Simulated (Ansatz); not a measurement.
**Fe wire along [100], 13 atoms a period: bands along the axis**

What gap, if any, does the Fe wire along [100], 13 atoms a period have, and how many channels would it open?

Calculated with Ansatz 0.2.0; DFT PBE, plane waves, PAW; relaxation of a wire's period; PAW set soft_1, in the first sound run; inputs show where later runs differ.

### 1. Starting point

The cell holds 13 atoms: 13 Fe. Its edges and angles: a = 12.460 Å, b = 12.460 Å, c = 2.830 Å, α = 90.0°, β = 90.0°, γ = 90.0°. Vacuum lies along a and b. The structure's axis is c.

### 2. The relaxed wire

Band widths follow the bond lengths, so the wire is relaxed first. The atoms and the third cell vector are free; the box across stays fixed as vacuum. Moments are seeded so that a magnetic state can form if it lies lower. A Fermi-Dirac smearing is set since the result may be a metal. The pressure printed is a third of the stress's trace over the whole box, vacuum included; only the stress along the axis is relaxed.

File input.yaml:

```yaml
crystal:
  lattice:
    - [12.46, 0.0, 0.0]
    - [0.0, 12.46, 0.0]
    - [0.0, 0.0, 2.83]
  atoms:
    - { symbol: Fe, position: [0.272873194, 0.272873194, 0.0], spin: 2.4 }
    - { symbol: Fe, position: [0.272873194, 0.5, 0.0], spin: 2.4 }
    - { symbol: Fe, position: [0.272873194, 0.727126806, 0.0], spin: 2.4 }
    - { symbol: Fe, position: [0.5, 0.272873194, 0.0], spin: 2.4 }
    - { symbol: Fe, position: [0.5, 0.5, 0.0], spin: 2.4 }
    - { symbol: Fe, position: [0.5, 0.727126806, 0.0], spin: 2.4 }
    - { symbol: Fe, position: [0.727126806, 0.272873194, 0.0], spin: 2.4 }
    - { symbol: Fe, position: [0.727126806, 0.5, 0.0], spin: 2.4 }
    - { symbol: Fe, position: [0.727126806, 0.727126806, 0.0], spin: 2.4 }
    - { symbol: Fe, position: [0.386436597, 0.386436597, 0.5], spin: 2.4 }
    - { symbol: Fe, position: [0.386436597, 0.613563403, 0.5], spin: 2.4 }
    - { symbol: Fe, position: [0.613563403, 0.386436597, 0.5], spin: 2.4 }
    - { symbol: Fe, position: [0.613563403, 0.613563403, 0.5], spin: 2.4 }
magnetization:
  spin_polarized: true
kpoints:
  mp_grid: { grid: [1, 1, 29] }
scf:
  occupations: { method: fermi_dirac, width: 0.05 }
hamiltonian:
  xc: pbe
  pseudopotentials: { kind: paw, azcp: { folder: soft_1 } }
relax:
  cell: { fix: [a, b, alpha, beta, gamma] }
  max_steps: 45
  f_tol: 0.03
```

Launch:

```
$ ansatz run input.yaml --threads 4 --pin off --max-ram 16384MiB --backend cpu --events-out ev --progress --plain --runs-dir out
```

Numbers of over 12 decimals in the logs are rounded to 6 here.

Output:

```text
Engine: ansatz 0.2.0, x86_64-unknown-linux-gnu
Pseudopotentials: kind: paw
Pseudopotential: Fe, paw, valence charge 16, recommended cutoff 420 eV (normal), soft_1/Fe.paw.azcp
Functional definition: PBE
  parameter kappa = 0.804
  parameter beta = 0.066725
  exchange = pbe_x(kappa = kappa, mu = beta*pi^2/3)
  correlation = pbe_c(beta = beta)
Crystal: 13 atoms, lattice volume = 439.362 Å³
Basis set: ecut = 420 eV, 8569 PW (Γ), exchange–correlation on 180×180×40 points (8 copies of the dense FFT grid, shifted against one another)
Bands: 144, of which v1, the nominal top of the filled ones, is band 104 counted from 1 (103 counted from 0)
Symmetry: 16 space group operations
Space group: P4/mmm (ITA 123), of the structure as read, at distance tolerance 7.6e-5 Å
Magnetic group: BNS 123.339 (UNI 999), of the structure as read, at distance tolerance 7.6e-5 Å
k-points: 15 of 29
Non-local potential: Fe, projectors of the file, l = 0: 3, l = 1: 2, l = 2: 3, l = 3: 1
PAW form: soft (Blöchl's): semilocal exchange-correlation on the pseudo side does not see the compensation charge
PAW one-centre angular grid: Fe, 590 points (default); XC on 64 Gauss nodes
Initial density: superposition of atomic densities (neutral atoms: chi_scale 0, normalization atom)
Starting moments: Σ|m| = 31.2 μB on 13 of 13 sites
Initial wavefunctions: pseudopotential atomic-orbital guess
Functional: x = pbe(κ = 0.804, μ = 0.219515), c = pbe(β = 0.066725)
SCF iter   1: F=—  HF=-58227.271783 eV  |F-HF|=—  |Δ(HF+E_count)|=         —  Δρ=4.52e-2 (↑3.41e-2 ↓4.52e-2)  dr2=4.93e1  dr2_m=5.05e0  M=33.953 μB ∫|m|=34.219 μB  β_m=0.30  ethr=3.10e-3  ⟨swp⟩=7.5  Hψ=18215  notcnv=0  defer=194
Mixer restart at iter 1: flushing history
preconditioner: auto → LDOS  [metal: Δε(μ)=0.003 eV  Ē_g=5.363 eV  σ=0.050 eV  W_gap=0.02  n_scr=86 (ndim 8)  ℏωp=18.1 eV  f_vac=0.482  D(μ)=31.69/eV (n_scr^D=354)]
spin=Collinear: LDOS preconditioning applied to the charge; magnetization (m = ρ↑ − ρ↓) channel mixes plain (no charge-response kernel on spin).
SCF iter   2: F=—  HF=-58223.948042 eV  |F-HF|=—  |Δ(HF+E_count)|=    3.32e0  Δρ=3.55e-2 (↑3.55e-2 ↓3.13e-2)  dr2=1.27e1  dr2_m=3.87e0  M=35.174 μB ∫|m|=35.614 μB  β_m=0.43  ethr=3.10e-3  ⟨swp⟩=2.8  Hψ=7648  notcnv=0  defer=489
SCF iter   3: F=—  HF=-58230.929854 eV  |F-HF|=—  |Δ(HF+E_count)|=    6.98e0  Δρ=2.02e-2 (↑1.23e-2 ↓2.02e-2)  dr2=6.14e-1  dr2_m=9.16e-1  M=35.674 μB ∫|m|=36.456 μB  β_m=0.46  ethr=3.10e-3  ⟨swp⟩=3.0  Hψ=7615  notcnv=0  defer=471
SCF iter   4: F=—  HF=-58232.132894 eV  |F-HF|=—  |Δ(HF+E_count)|=    1.20e0  Δρ=1.05e-2 (↑1.05e-2 ↓8.84e-3)  dr2=1.67e-1  dr2_m=3.47e-1  M=36.090 μB ∫|m|=37.124 μB  β_m=0.72  ethr=2.95e-4  ⟨swp⟩=3.0  Hψ=7106  notcnv=0  defer=482
SCF iter   5: F=—  HF=-58232.811596 eV  |F-HF|=—  |Δ(HF+E_count)|=         —  Δρ=6.01e-3 (↑4.08e-3 ↓6.01e-3)  dr2=1.85e-1  dr2_m=7.27e-2  M=36.712 μB ∫|m|=38.033 μB  β_m=0.72  ethr=8.01e-5  ⟨swp⟩=3.1  Hψ=8091  notcnv=0  defer=469
SCF iter   6: F=—  HF=-58232.810296 eV  |F-HF|=—  |Δ(HF+E_count)|=   1.30e-3  Δρ=1.88e-3 (↑1.37e-3 ↓1.88e-3)  dr2=2.18e-2  dr2_m=3.54e-3  M=36.634 μB ∫|m|=38.055 μB  β_m=0.67  ethr=8.01e-5  ⟨swp⟩=2.1  Hψ=6679  notcnv=0  defer=468
SCF iter   7: F=—  HF=-58232.808545 eV  |F-HF|=—  |Δ(HF+E_count)|=   1.75e-3  Δρ=6.10e-4 (↑6.10e-4 ↓5.03e-4)  dr2=9.21e-4  dr2_m=1.04e-3  M=36.681 μB ∫|m|=38.092 μB  β_m=0.83  ethr=1.05e-5  ⟨swp⟩=2.3  Hψ=7080  notcnv=0  defer=468
SCF iter   8: F=—  HF=-58232.810783 eV  |F-HF|=—  |Δ(HF+E_count)|=   2.24e-3  Δρ=4.02e-4 (↑4.02e-4 ↓2.50e-4)  dr2=1.05e-3  dr2_m=2.00e-4  M=36.699 μB ∫|m|=38.110 μB  β_m=0.71  ethr=4.43e-7  ⟨swp⟩=3.1  Hψ=8895  notcnv=0  defer=468
SCF iter   9: F=—  HF=-58232.810439 eV  |F-HF|=—  |Δ(HF+E_count)|=   3.44e-4  Δρ=1.27e-4 (↑1.27e-4 ↓1.05e-4)  dr2=1.00e-4  dr2_m=2.70e-5  M=36.708 μB ∫|m|=38.122 μB  β_m=0.73  ethr=4.43e-7  ⟨swp⟩=2.0  Hψ=7285  notcnv=0  defer=468
SCF iter  10: F=—  HF=-58232.810442 eV  |F-HF|=—  |Δ(HF+E_count)|=   3.27e-6  Δρ=4.19e-5 (↑3.76e-5 ↓4.19e-5)  dr2=1.25e-5  dr2_m=2.53e-6  M=36.712 μB ∫|m|=38.127 μB  β_m=0.75  ethr=4.83e-8  ⟨swp⟩=2.0  Hψ=5930  notcnv=0  defer=468
SCF iter  11: F=—  HF=-58232.810426 eV  |F-HF|=—  |Δ(HF+E_count)|=   1.64e-5  Δρ=2.40e-5 (↑1.26e-5 ↓2.40e-5)  dr2=1.45e-6  dr2_m=9.31e-7  M=36.713 μB ∫|m|=38.127 μB  β_m=0.86  ethr=6.02e-9  ⟨swp⟩=2.5  Hψ=7466  notcnv=0  defer=468
SCF iter  12: F=—  HF=-58232.810428 eV  |F-HF|=—  |Δ(HF+E_count)|=   2.27e-6  Δρ=1.54e-5 (↑1.14e-5 ↓1.54e-5)  dr2=1.95e-6  dr2_m=1.52e-7  M=36.713 μB ∫|m|=38.127 μB  β_m=0.78  ethr=6.98e-10  ⟨swp⟩=2.7  Hψ=7738  notcnv=0  defer=468
SCF iter  13: F=—  HF=-58232.810428 eV  |F-HF|=—  |Δ(HF+E_count)|=   5.18e-8  Δρ=8.94e-6 (↑8.94e-6 ↓7.64e-6)  dr2=6.49e-7  dr2_m=1.08e-7  M=36.714 μB ∫|m|=38.127 μB  β_m=0.72  ethr=6.98e-10  ⟨swp⟩=2.0  Hψ=7100  notcnv=0  defer=468
SCF iter  14: F=—  HF=-58232.810428 eV  |F-HF|=—  |Δ(HF+E_count)|=   1.93e-8  Δρ=3.50e-6 (↑3.04e-6 ↓3.50e-6)  dr2=7.87e-8  dr2_m=1.71e-8  M=36.714 μB ∫|m|=38.127 μB  β_m=0.83  ethr=3.12e-10  ⟨swp⟩=2.1  Hψ=6817  notcnv=0  defer=468
SCF iter  15: F=—  HF=-58232.810428 eV  |F-HF|=—  |Δ(HF+E_count)|=   6.38e-8  Δρ=4.68e-6 (↑2.04e-6 ↓4.68e-6)  dr2=1.46e-7  dr2_m=1.54e-8  M=36.714 μB ∫|m|=38.127 μB  β_m=0.77  ethr=3.78e-11  ⟨swp⟩=3.0  Hψ=7748  notcnv=0  defer=464
SCF iter  16: F=-58232.810428 eV  HF=-58232.810428 eV  |F-HF|=5.09e-9  |Δ(HF+E_count)|=  2.47e-10  Δρ=1.08e-6 (↑6.08e-7 ↓1.08e-6)  dr2=6.87e-9  dr2_m=1.41e-9  M=36.714 μB ∫|m|=38.127 μB  ethr=3.78e-11  ⟨swp⟩=2.5  Hψ=13322  notcnv=0
SCF 1 converged in 16 iterations: F = -58232.810428 eV  dr2 = 6.87e-9
  greatest PAW one-centre occupation: 1.002 electrons in one spin orbital (limit 2), on the Fe atom at site 8 (counted from 0), in its partial waves of l = 1
relax step   1: F+E_penalty+E_count = -58232.81042805 eV  Δ(F+E_penalty+E_count) = +0.000e0 eV  max|allowed force component| = 8.650e-1 eV/Å  Δτ_max = 0.0000 Å  P = -2.876 GPa  Ω = 439.362 Å³  fix = [a, b, alpha, beta, gamma]  reactions: a -2.555, b -2.555 GPa  (16 SCF iters, dr2 threshold 1.00e-7 eV, accepted)
Crystal: 13 atoms, lattice volume = 430.637 Å³
Basis set: ecut = 420 eV, 8457 PW (Γ), exchange–correlation on 180×180×40 points (8 copies of the dense FFT grid, shifted against one another)
Initial density: handed on by an earlier stage of this run
Starting moments: Σ|m| = 31.2 μB on 13 of 13 sites; this step starts from the density that it was given
Initial wavefunctions: those handed on with the density
iter 1 solved again at ethr=1.29e-4 eV; its pass at ethr=3.10e-3 eV (dr2=2.68e-1 eV) is discarded
[...]
relax step   4: F+E_penalty+E_count = -58233.45170490 eV  Δ(F+E_penalty+E_count) = -1.475e-2 eV  max|allowed force component| = 1.437e-2 eV/Å  Δτ_max = 0.0103 Å  P = -0.093 GPa  Ω = 427.655 Å³  energy of the carried Pulay correction = +5.169e-3 eV  fix = [a, b, alpha, beta, gamma]  reactions: a -0.160, b -0.160 GPa  (9 SCF iters, dr2 threshold 1.30e-6 eV, accepted)
Initial wavefunctions: pseudopotential atomic-orbital guess (no wavefunctions were taken with the density)
iter 1 solved again at ethr=7.59e-7 eV; its pass at ethr=3.10e-3 eV (dr2=1.58e-3 eV) is discarded
SCF iter   1: F=—  HF=-58233.445818 eV  |F-HF|=—  |Δ(HF+E_count)|=         —  Δρ=5.61e-5 (↑5.61e-5 ↓5.32e-5)  dr2=4.72e-5  dr2_m=7.52e-7  M=35.162 μB ∫|m|=36.396 μB  β_m=0.65  ethr=7.59e-7  ⟨swp⟩=4.0  Hψ=29568  notcnv=0
preconditioner: auto → LDOS  [metal: Δε(μ)=0.009 eV  Ē_g=5.314 eV  σ=0.050 eV  W_gap=0.05  n_scr=36 (ndim 8)  ℏωp=18.3 eV  f_vac=0.524  D(μ)=14.42/eV (n_scr^D=86)]
spin=Collinear: LDOS preconditioning applied to the charge; magnetization (m = ρ↑ − ρ↓) channel mixes plain (no charge-response kernel on spin).
SCF iter   2: F=—  HF=-58233.446216 eV  |F-HF|=—  |Δ(HF+E_count)|=   3.98e-4  Δρ=2.37e-5 (↑2.37e-5 ↓1.94e-5)  dr2=2.16e-5  dr2_m=1.47e-7  M=35.161 μB ∫|m|=36.396 μB  β_m=0.59  ethr=2.27e-8  ⟨swp⟩=2.1  Hψ=7273  notcnv=0
SCF iter   3: F=—  HF=-58233.446218 eV  |F-HF|=—  |Δ(HF+E_count)|=   2.30e-6  Δρ=1.22e-5 (↑1.22e-5 ↓9.39e-6)  dr2=1.38e-6  dr2_m=9.66e-8  M=35.161 μB ∫|m|=36.395 μB  β_m=0.58  ethr=1.04e-8  ⟨swp⟩=2.0  Hψ=4902  notcnv=0
SCF iter   4: F=—  HF=-58233.446219 eV  |F-HF|=—  |Δ(HF+E_count)|=   5.57e-7  Δρ=9.74e-6 (↑9.74e-6 ↓5.61e-6)  dr2=9.49e-7  dr2_m=1.23e-7  M=35.161 μB ∫|m|=36.395 μB  β_m=0.52  ethr=6.64e-10  ⟨swp⟩=2.2  Hψ=7472  notcnv=0
SCF iter   5: F=—  HF=-58233.446219 eV  |F-HF|=—  |Δ(HF+E_count)|=   2.81e-7  Δρ=3.44e-6 (↑3.44e-6 ↓2.46e-6)  dr2=1.12e-7  dr2_m=1.58e-8  M=35.160 μB ∫|m|=36.395 μB  β_m=0.57  ethr=4.56e-10  ⟨swp⟩=2.1  Hψ=6860  notcnv=0
SCF iter   6: F=—  HF=-58233.446219 eV  |F-HF|=—  |Δ(HF+E_count)|=   8.72e-8  Δρ=1.27e-6 (↑1.27e-6 ↓8.84e-7)  dr2=8.63e-9  dr2_m=1.65e-9  M=35.160 μB ∫|m|=36.395 μB  β_m=0.55  ethr=5.36e-11  ⟨swp⟩=2.7  Hψ=6110  notcnv=0
SCF iter   7: F=—  HF=-58233.446219 eV  |F-HF|=—  |Δ(HF+E_count)|=   7.32e-9  Δρ=6.57e-7 (↑6.57e-7 ↓4.12e-7)  dr2=7.99e-10  dr2_m=8.96e-10  M=35.160 μB ∫|m|=36.395 μB  β_m=0.78  ethr=4.15e-12  ⟨swp⟩=3.2  Hψ=7476  notcnv=0
SCF iter   8: F=—  HF=-58233.446219 eV  |F-HF|=—  |Δ(HF+E_count)|=   2.01e-9  Δρ=3.65e-7 (↑3.65e-7 ↓2.63e-7)  dr2=6.87e-10  dr2_m=2.24e-10  M=35.160 μB ∫|m|=36.395 μB  β_m=0.80  ethr=1.00e-12  ⟨swp⟩=2.5  Hψ=7423  notcnv=0
SCF iter   9: F=—  HF=-58233.446219 eV  |F-HF|=—  |Δ(HF+E_count)|=  1.16e-10  Δρ=1.82e-7 (↑1.82e-7 ↓6.49e-8)  dr2=1.48e-10  dr2_m=3.75e-11  M=35.160 μB ∫|m|=36.395 μB  β_m=0.76  ethr=1.00e-12  ⟨swp⟩=2.0  Hψ=6326  notcnv=0
SCF iter  10: F=—  HF=-58233.446219 eV  |F-HF|=—  |Δ(HF+E_count)|=  4.37e-11  Δρ=5.05e-8 (↑5.05e-8 ↓2.56e-8)  dr2=2.17e-11  dr2_m=2.42e-12  M=35.160 μB ∫|m|=36.395 μB  β_m=0.78  ethr=1.00e-12  ⟨swp⟩=1.0  Hψ=4342  notcnv=0
SCF iter  11: F=-58233.446219 eV  HF=-58233.446219 eV  |F-HF|=2.91e-11  |Δ(HF+E_count)|=  2.91e-11  Δρ=3.40e-8 (↑2.42e-8 ↓3.40e-8)  dr2=1.23e-11  dr2_m=1.03e-12  M=35.160 μB ∫|m|=36.395 μB  ethr=1.00e-12  ⟨swp⟩=3.0  Hψ=13329  notcnv=0
SCF 5 converged in 11 iterations: F = -58233.446219 eV  dr2 = 1.23e-11
relax step   5: F+E_penalty+E_count = -58233.44621891 eV  Δ(F+E_penalty+E_count) = +5.486e-3 eV  max|allowed force component| = 1.410e-2 eV/Å  Δτ_max = 0.0000 Å  P = -0.086 GPa  Ω = 427.655 Å³  fix = [a, b, alpha, beta, gamma]  reactions: a -0.153, b -0.153 GPa  stress off target by 4.84e-2 GPa on what of the cell is left free  SCF on the basis re-selected at this cell (its energy is not comparable with the rows above)  (11 SCF iters)
basis re-selected at this cell: Δ(F+E_penalty+E_count) = +5.486e-3 eV, ΔP = +0.007 GPa vs the last step (what re-selecting the basis moved, of the pressure what is left beyond the Pulay correction that the steps carried, after the strain that the cell walked since its last selection, with what the two solves' SCF thresholds leave and, on support functions, any second-order correction that the steps lacked; it is no m [...]
SCF converged after 11 iterations
Magnetization: 35.1604 μB (121.5802 up, 86.4198 down)
Absolute magnetization: 36.3987 μB (∫|ρ↑−ρ↓|, with the PAW one-centre terms)
Spin contamination: 0.5308 ħ² per cell (⟨S²⟩ above its minimum at these occupations)
Per-site moments (μB) at R_I (Å): [(2.823327, 0.946888), (2.951749, 1.018880), (2.823327, 0.946888), (2.951749, 1.018880), (2.084446, 0.984823), (2.951749, 1.018880), (2.823327, 0.946888), (2.951749, 1.018880), (2.823327, 0.946888), (2.142623, 0.946888), (2.142623, 0.946888), (2.142623, 0.946888), (2.142623, 0.946888)]
Free energy (F): -58233.446219 eV
Harris-Foulkes:  -58233.446219 eV  (|F-HF|=2.91e-11)
Internal energy: -58233.325880 eV  (E = F + TS)
E sigma→0 (E₀):  -58233.386050 eV
Entropy (-TS):   -0.120338 eV (-9.257 meV/atom)
Fermi energy:    4.177094 eV
--- Per-component energies (eV) ---
  E_band       = -5753.712108
  E_kinetic    = 4278.138334
  E_local      = -131093.635251  (includes V_loc(G=0)·N_el)
  E_nonlocal   = 3811.547357
  E_hartree    = 61675.544551
  E_xc         = -1416.831082
  E_vxc        = -1818.043837  (∫ρ·V_xc dr)
  E_paw        = -17997.876252  (= ΣΔE_a)
  E_vpaw       = -4282.795163  (= ΣTr[D̂ρ^β])
  E_aug_tail   = -0.013121  (compensation charges beyond the density's cutoff)
  E_ewald      = 22509.799584
  E_smearing   = -0.120338  (= −TS)
  E_closure    = 0.000000  (closes the sum)
  Σ components = -58233.446219   (vs F -58233.446219, Δ=0.00e0)
--- Forces (eV/Å), atoms counted from 1 ---
  atom   1  Fe     0.01087197     0.01087197    -0.00000000
  atom   2  Fe    -0.00799279    -0.00000000     0.00000000
  atom   3  Fe     0.01087197    -0.01087197    -0.00000000
  atom   4  Fe    -0.00000000    -0.00799279     0.00000000
  atom   5  Fe     0.00000000     0.00000000     0.00000000
  atom   6  Fe     0.00000000     0.00799279     0.00000000
  atom   7  Fe    -0.01087197     0.01087197     0.00000000
  atom   8  Fe     0.00799279     0.00000000    -0.00000000
  atom   9  Fe    -0.01087197    -0.01087197     0.00000000
  atom  10  Fe     0.01409834     0.01409834    -0.00000000
  atom  11  Fe     0.01409834    -0.01409834    -0.00000000
  atom  12  Fe    -0.01409834     0.01409834     0.00000000
  atom  13  Fe    -0.01409834    -0.01409834     0.00000000
  max |Σ_I F_I| component: 5.20e-18 eV/Å
--- Stress (GPa, compression-positive) ---
       -0.152893      -0.000000      -0.000000
       -0.000000      -0.152893       0.000000
       -0.000000       0.000000       0.048353
  P = ⅓ Tr σ = -0.0858 GPa (-0.858 kbar)
--- Relaxed structure (4 steps of the walk, 4 accepted, 1 SCFs on fresh bases) ---
  F+E_penalty+E_count = -58233.44621891 eV   max|allowed force component| = 1.410e-2 eV/Å   (the final SCF, on the basis selected at the relaxed cell)
  cell:  # Å, volume = 427.6549 Å³
    - [12.46, 0, 0]
    - [0, 12.46, 0]
    - [0, 0, 2.754593]
  atoms:
    - { symbol: Fe, position: [0.285115, 0.285115, 0] }
    - { symbol: Fe, position: [0.267548, 0.500000, 0] }
    - { symbol: Fe, position: [0.285115, 0.714885, 0] }
    - { symbol: Fe, position: [0.500000, 0.267548, 0] }
    - { symbol: Fe, position: [0.500000, 0.500000, 0] }
    - { symbol: Fe, position: [0.500000, 0.732452, 0] }
    - { symbol: Fe, position: [0.714885, 0.285115, 0] }
    - { symbol: Fe, position: [0.732452, 0.500000, 0] }
    - { symbol: Fe, position: [0.714885, 0.714885, 0] }
    - { symbol: Fe, position: [0.389330, 0.389330, 0.500000] }
    - { symbol: Fe, position: [0.389330, 0.610670, 0.500000] }
    - { symbol: Fe, position: [0.610670, 0.389330, 0.500000] }
    - { symbol: Fe, position: [0.610670, 0.610670, 0.500000] }
```

Wall time 5.9 min (4 threads of Intel Xeon Platinum 8259CL at 2.50GHz (Skylake/Cascade Lake), shared host); peak memory 2.4 GiB.

[end of part 1 of 2]

[Logs are printed without paths, hosts, clocks, repeated set-up lines and the standing remarks that a program may print on its own settings, such as how far it seeks lower states.]

[Hosts, paths, dates, database ids (printed as entryN), source tags and the programs' standing remarks are cut or masked in the printed files.]
